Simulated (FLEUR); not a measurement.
# Fe: which magnetic order is lowest, part 2 of 2

A self-consistent run ends on one state, which hangs on the start. Several orders of Fe are started in FLEUR and their energies compared.

FLEUR MaX-R8.1; LDA (VWN); all-electron FLAPW, Dirac cores, scalar-relativistic bands.

So far, largest spin moment in the muffin-tin sphere (μB): step 2 (start 1: ferro +) 2.26; step 3 (run 2 (antiferro q=(0,0,1/2) +-)) 2.04.

The database entry behind the starting cell differs from later determinations by our own check (an axis about 0.7 % long against later determinations), so it need not match the best structure at ambient conditions.

## (4) Start 3: no spin polarisation

Without spin polarisation no moment can form, so the difference from the other runs is what forming moments gains.

The k list default-1 (kpts.xml, not shown) is a Γ-centred 18×18×18 mesh.

File inp.xml:

```
<?xml version="1.0" encoding="UTF-8" standalone="no"?>
<fleurInput fleurInputVersion="0.39">
   <comment>
      Fe
   </comment>
   <calculationSetup>
      <cutoffs Kmax="3.6" Gmax="10.8" GmaxXC="10.8" numbands="0"/>
      <scfLoop itmax="90" minDistance="0.00002" maxIterBroyd="15" imix="Anderson" alpha="0.05" precondParam="0.0" spinf="2.0" sdNocoIR="T"/>
      <coreElectrons ctail="T" frcor="F" kcrel="1" coretail_lmax="0"/>
      <xcFunctional name="vwn" relativisticCorrections="F"/>
      <magnetism jspins="1"/>
      <soc l_soc="F" theta="0.0" phi="0.0" spav="F"/>
      <expertModes spex="0" secvar="F"/>
      <geometryOptimization l_f="F" forcealpha="1.0" forcemix="BFGS" epsdisp="0.00001" epsforce="0.00001"/>
      <ldaU l_linMix="F" mixParam="0.05" spinf="1.0"/>
   </calculationSetup>
   <cell>
      <bzIntegration valenceElectrons="16.0" mode="hist" fermiSmearingEnergy="0.00183747">
         <kPointListSelection listName="default-1"/>
         <xi:include xmlns:xi="http://www.w3.org/2001/XInclude" href="kpts.xml"> </xi:include>
      </bzIntegration>
      <xi:include xmlns:xi="http://www.w3.org/2001/XInclude" href="sym.xml"> </xi:include>
      <bulkLattice scale="1.0">
         <bravaisMatrix>
            <row-1>   -2.7268747977977998     2.7268747977977998     2.7268747977977998</row-1>
            <row-2>    2.7268747977977998    -2.7268747977977998     2.7268747977977998</row-2>
            <row-3>    2.7268747977977998     2.7268747977977998    -2.7268747977977998</row-3>
         </bravaisMatrix>
      </bulkLattice>
   </cell>
   <atomSpecies>
      <species name="Iron (Fe)" element="Fe" atomicNumber="26">
         <mtSphere radius="2.3" gridPoints="761" logIncrement="0.016"/>
         <atomicCutoffs lmax="8" lnonsphr="6"/>
         <electronConfig flipSpins="F">
            <coreConfig>(1s1/2) (2s1/2) (2p1/2) (2p3/2)</coreConfig>
            <valenceConfig>(3s1/2) (3p1/2) (3p3/2) (4s1/2) (3d3/2) (3d5/2)</valenceConfig>
            <stateOccupation state="(3d3/2)" spinUp="1.200000" spinDown="1.200000"/>
            <stateOccupation state="(3d5/2)" spinUp="1.800000" spinDown="1.800000"/>
         </electronConfig>
         <energyParameters s="4" p="4" d="3" f="4"/>
         <lo type="SCLO" l="0" n="3" eDeriv="0"/>
         <lo type="SCLO" l="1" n="3" eDeriv="0"/>
      </species>
   </atomSpecies>
   <atomGroups>
      <atomGroup species="Iron (Fe)">
         <relPos label="                   1">.0000000000 .0000000000 .0000000000</relPos>
         <force calculate="T" relaxXYZ="TTT"/>
      </atomGroup>
   </atomGroups>
   <output dos="F" band="F" slice="F">
      <bandDOS minEnergy="-.5*Htr" maxEnergy="0.5*Htr" sigma="0.015" storeEVData="T"/>
      <plotting iplot="0" polar="F">
         <plot TwoD="T" vec1="  1.0  0.0  0.0" vec2="  0.0  1.0  0.0" vec3="  0.0  0.0  1.0" zero="  0.0  0.0  0.0" file="plot"/>
      </plotting>
      <moessbauerParams electricFieldGradient="F" isomerShift="T" coreHyperfine="T" valenceHyperfine="T"/>
   </output>
</fleurInput>
```

File crystal.txt:

```
Fe
&input film=F cartesian=F /
-1.44300000000  1.44300000000  1.44300000000
1.44300000000  -1.44300000000  1.44300000000
1.44300000000  1.44300000000  -1.44300000000
1.8897261246
1.0 1.0 1.0

1
26 0.00000000000  0.00000000000  0.00000000000

&kpt div1=18 div2=18 div3=18 gamma=T /
```

On the command line:

```console
$ OMP_NUM_THREADS=1 inpgen -f crystal.txt > inpgen.log  # inp.xml is then edited as shown
$ OMP_NUM_THREADS=1 mpirun -n 4 fleur_MPI > fleur.log
```

The program printed:

```text
[banner, memory and clock lines left out]
Welcome to FLEUR        (www.flapw.de)
      MaX-Release 8.1          (www.max-centre.eu)

 ========== k-point set info ==========
 Selected k-point list: default-1
 k-point list type: mesh
 0 x 0 x 0
 Number of k points: 196

 [... set-up left out ...]
 Iteration:     1   Distance:      14.57864286 me/bohr^3
 [... lines of the core solver left out ...]
 Iteration:     2   Distance:      12.33645035 me/bohr^3
 [... lines of the core solver left out ...]
 Iteration:     3   Distance:       5.40084302 me/bohr^3
[...]
<FermiEnergy value="0.3220129346" units="Htr"/>
         [... left out ...]
         <totalEnergy value="    -1270.5685690810" units="Htr">
            <sumOfEigenvalues value="     -734.7379975181">
               <coreElectrons value="-721.3254430764"/>
               <valenceElectrons value="-13.4125544418"/>
            </sumOfEigenvalues>
         [... left out ...]
            <freeEnergy value="-1270.5697825308"/>
            <extrapolationTo0K value="-1270.5691758059"/>
         </totalEnergy>
         <densityConvergence units="me/bohr^3">
            <chargeDensity spin="1" distance="0.0000095703"/>
         </densityConvergence>
      </iteration>
```

Run time: 4.1 s. Hardware: 4 MPI ranks of Arm Neoverse N1, shared host; peak memory 0.15 GiB; 16 s of CPU time.

Numbers from this step:

```yaml
free_energy: -34573.9651 eV
program_s_band_gap_on_this_mesh_in_a_metal_only_a_level_spacing: 0.001305 eV
final_state: non-magnetic (no spin polarisation)
```

It lies 468 meV a seeded atom over the first start.

## (5) Ranking

Free energies are divided by the number of seeded atoms, so that cells of unlike size compare. Wavevectors q in the names are fractions of the primitive cell's reciprocal vectors.

Orders:

| start | final state | typed order kept | energy over the lowest (meV a seeded atom) | largest sphere moment (μB) | net moment (μB a primitive cell) | mesh matched | CPU time (s) |
| --- | --- | --- | --- | --- | --- | --- | --- |
| ferro + | ferromagnetic | yes | 0 | 2.263 | 2.231 | yes | 43.98 |
| antiferro q=(0,0,1/2) +- | antiferromagnetic | yes | 206.4 | 2.041 | 0 | yes | 688.8 |
| no spin polarisation | non-magnetic | - | 467.9 | 0 | 0 | yes | 16.18 |

## (6) Spin–orbit coupling, moments along [001]

Spin–orbit coupling ties the spins to the lattice and lets orbital moments form.

A new self-consistent run of the start ferro +, with the moments along z.

File inp.xml:

```
<?xml version="1.0" encoding="UTF-8" standalone="no"?>
<fleurInput fleurInputVersion="0.39">
   <comment>
      Fe
   </comment>
   <calculationSetup>
      <cutoffs Kmax="3.6" Gmax="10.8" GmaxXC="10.8" numbands="36"/>
      <scfLoop itmax="90" minDistance="0.00002" maxIterBroyd="15" imix="Anderson" alpha="0.05" precondParam="0.0" spinf="2.0" sdNocoIR="T"/>
      <coreElectrons ctail="T" frcor="F" kcrel="1" coretail_lmax="0"/>
      <xcFunctional name="vwn" relativisticCorrections="F"/>
      <magnetism jspins="2"/>
      <soc l_soc="T" theta="0.0" phi="0.0" spav="F"/>
      <expertModes spex="0" secvar="F"/>
      <geometryOptimization l_f="F" forcealpha="1.0" forcemix="BFGS" epsdisp="0.00001" epsforce="0.00001"/>
      <ldaU l_linMix="F" mixParam="0.05" spinf="1.0"/>
   </calculationSetup>
   <cell>
      <bzIntegration valenceElectrons="16.0" mode="hist" fermiSmearingEnergy="0.00183747">
         <kPointListSelection listName="default-1"/>
         <xi:include xmlns:xi="http://www.w3.org/2001/XInclude" href="kpts.xml"> </xi:include>
      </bzIntegration>
      <xi:include xmlns:xi="http://www.w3.org/2001/XInclude" href="sym.xml"> </xi:include>
      <bulkLattice scale="1.0">
         <bravaisMatrix>
            <row-1>   -2.7268747977977998     2.7268747977977998     2.7268747977977998</row-1>
            <row-2>    2.7268747977977998    -2.7268747977977998     2.7268747977977998</row-2>
            <row-3>    2.7268747977977998     2.7268747977977998    -2.7268747977977998</row-3>
         </bravaisMatrix>
      </bulkLattice>
   </cell>
   <atomSpecies>
      <species name="Iron (Fe) 2.800" element="Fe" atomicNumber="26">
         <mtSphere radius="2.3" gridPoints="761" logIncrement="0.016"/>
         <atomicCutoffs lmax="8" lnonsphr="6"/>
         <electronConfig flipSpins="F">
            <coreConfig>(1s1/2) (2s1/2) (2p1/2) (2p3/2)</coreConfig>
            <valenceConfig>(3s1/2) (3p1/2) (3p3/2) (4s1/2) (3d3/2) (3d5/2)</valenceConfig>
            <stateOccupation state="(3d3/2)" spinUp="1.4" spinDown="1.0"/>
            <stateOccupation state="(3d5/2)" spinUp="3.0" spinDown="0.6"/>
         </electronConfig>
         <energyParameters s="4" p="4" d="3" f="4"/>
         <lo type="SCLO" l="0" n="3" eDeriv="0"/>
         <lo type="SCLO" l="1" n="3" eDeriv="0"/>
      </species>
   </atomSpecies>
   <atomGroups>
      <atomGroup species="Iron (Fe) 2.800">
         <relPos label="                   1">.0000000000 .0000000000 .0000000000</relPos>
         <force calculate="T" relaxXYZ="TTT"/>
      </atomGroup>
   </atomGroups>
   <output dos="F" band="F" slice="F">
      <bandDOS minEnergy="-.5*Htr" maxEnergy="0.5*Htr" sigma="0.015" storeEVData="T"/>
      <plotting iplot="0" polar="F">
         <plot TwoD="T" vec1="  1.0  0.0  0.0" vec2="  0.0  1.0  0.0" vec3="  0.0  0.0  1.0" zero="  0.0  0.0  0.0" file="plot"/>
      </plotting>
      <moessbauerParams electricFieldGradient="F" isomerShift="T" coreHyperfine="T" valenceHyperfine="T"/>
   </output>
</fleurInput>
```

File crystal.txt:

```
Fe
&input film=F cartesian=F /
-1.44300000000  1.44300000000  1.44300000000
1.44300000000  -1.44300000000  1.44300000000
1.44300000000  1.44300000000  -1.44300000000
1.8897261246
1.0 1.0 1.0

1
26 0.00000000000  0.00000000000  0.00000000000 : 2.800

&soc 0.0000000 0.0000000 /
&kpt div1=18 div2=18 div3=18 gamma=T /
```

The program printed:

```text
[banner, memory and clock lines left out]
Welcome to FLEUR        (www.flapw.de)
      MaX-Release 8.1          (www.max-centre.eu)

 ========== k-point set info ==========
 Selected k-point list: default-1
 k-point list type: mesh
 18 x 18 x 18
 Number of k points: 780

 [... set-up left out ...]
 Iteration:     1   Distance:      12.05784350 me/bohr^3
 [... lines of the core solver left out ...]
 Iteration:     2   Distance:      11.08943886 me/bohr^3
 [... lines of the core solver left out ...]
 Iteration:     3   Distance:       6.63918616 me/bohr^3
 [... lines of the core solver left out ...]
 Iteration:     4   Distance:       2.65620571 me/bohr^3
 [... lines of the core solver left out ...]
 Iteration:     5   Distance:       2.00118066 me/bohr^3
 [... lines of the core solver left out ...]
 Iteration:     6   Distance:       1.11560249 me/bohr^3
 [... lines of the core solver left out ...]
 Iteration:     7   Distance:       0.68623136 me/bohr^3
 [... lines of the core solver left out ...]
 Iteration:     8   Distance:       0.22571278 me/bohr^3
 [... lines of the core solver left out ...]
 Iteration:     9   Distance:       0.59995482 me/bohr^3
 [... lines of the core solver left out ...]
 Iteration:    10   Distance:       0.06617623 me/bohr^3
 [... lines of the core solver left out ...]
 Iteration:    11   Distance:       0.08066860 me/bohr^3
 [... lines of the core solver left out ...]
 Iteration:    12   Distance:       0.02586930 me/bohr^3
 [... lines of the core solver left out ...]
 Iteration:    13   Distance:       0.00700865 me/bohr^3
 [... lines of the core solver left out ...]
[... rest left out ...]

--- out.xml (last complete iteration) ---
<iteration numberForCurrentRun="   19" overallNumber="   19">
         [... left out ...]
         <bandgap value="0.0000000000" units="eV"/>
         <sumValenceSingleParticleEnergies value="-13.3528267314" units="Htr"/>
         <FermiEnergy value="0.3202907993" units="Htr"/>
         [... left out ...]
         <magneticMomentsInMTSpheres units="muBohr">
            <globalMagMoment atomType="1" vec="0.00000   0.00000   2.26148"/>
         </magneticMomentsInMTSpheres>
         <orbitalMomentsInMTSpheres units="muBohr">
            <globalMagMoment atomType="1" vec="0.00000   0.00000   0.05059"/>
         </orbitalMomentsInMTSpheres>
         [... left out ...]
         <totalEnergy value="    -1270.5872830450" units="Htr">
            <sumOfEigenvalues value="     -734.5321151650">
               <coreElectrons value="-721.1792884336"/>
               <valenceElectrons value="-13.3528267314"/>
            </sumOfEigenvalues>
         [... left out ...]
            <freeEnergy value="-1270.5876091743"/>
            <extrapolationTo0K value="-1270.5874461096"/>
         </totalEnergy>
         <densityConvergence units="me/bohr^3">
            <chargeDensity spin="1" distance="0.0000088742"/>
            <chargeDensity spin="2" distance="0.0000091959"/>
            <overallChargeDensity distance="0.0000081337"/>
            <spinDensity distance="0.0000161392"/>
         </densityConvergence>
      </iteration>
```

The job ended after 100 s (4 MPI ranks; peak memory 0.32 GiB; 6.6 min of CPU time).

Numbers from this step:

| Quantity | Value |
| --- | --- |
| free energy | -34574.4502 eV |
| program's band gap on this mesh (in a metal only a level spacing) | 0 eV |
| magnetization | 2.229 μB |
| final state | ferromagnetic |
| largest moment | 2.261 μB |
| orbital moment along the spin | 0.05059 μB |

Orbital moment in the sphere, along the spin axis by atom:

| atom | orbital moment in the sphere, along the spin axis (μB) |
| --- | --- |
| Fe1 | 0.0506 |

Fields along z, the direction of positive moments; semicore shells count as valence. Hyperfine fields at the nuclei:

| atom | core contact (T) | valence contact (T) | dipolar (T) | orbital (T) | sum (T) | density at the nucleus (e/bohr³) |
| --- | --- | --- | --- | --- | --- | --- |
| Fe1 | -54.42 | 25.54 | 0.01006 | 2.728 | -26.14 | 15068 |

## (7) Outcome

- lowest state found: ferromagnetic (typed ferro +)
- largest site spin moment: 2.26 μB
- next finished state: antiferromagnetic, 206 meV a seeded atom higher
- energy gained by spin polarisation: 468 meV a seeded atom
- hyperfine field at Fe1, along its moment: -26.1 T
- orbital moment on the atom of largest spin, along its spin (spin–orbit run): 0.0506 μB

In words: The lowest state found is ferromagnetic, reached from the start ferro +, with moments up to 2.26 μB. The next finished state costs 206 meV a seeded atom. At Fe1 the core shells give -54.4 T and the valence and semicore s states 25.5 T along the moment, -12.8 T per μB together; orbital and dipolar parts add 2.7 T. Semilocal functionals tend to give too weak a core polarisation. The orbital moment is parallel to the spin. Only 3 starts were tried; other patterns of signs, canted and longer-period orders were not.

[Logs and program files are shortened in this print: banners, set-up blocks, solver, clock and traceback lines can be left out without a mark of their own.]

[Logs are printed without paths, hosts, clocks, repeated set-up lines and the standing remarks that a program may print on its own settings, such as how far it seeks lower states.]

[Hosts, paths, dates, database ids (printed as entryN), source tags and the programs' standing remarks are cut or masked in the printed files.]

[Where a cell is said to come from a database of computed structures, the database is the Materials Project.]
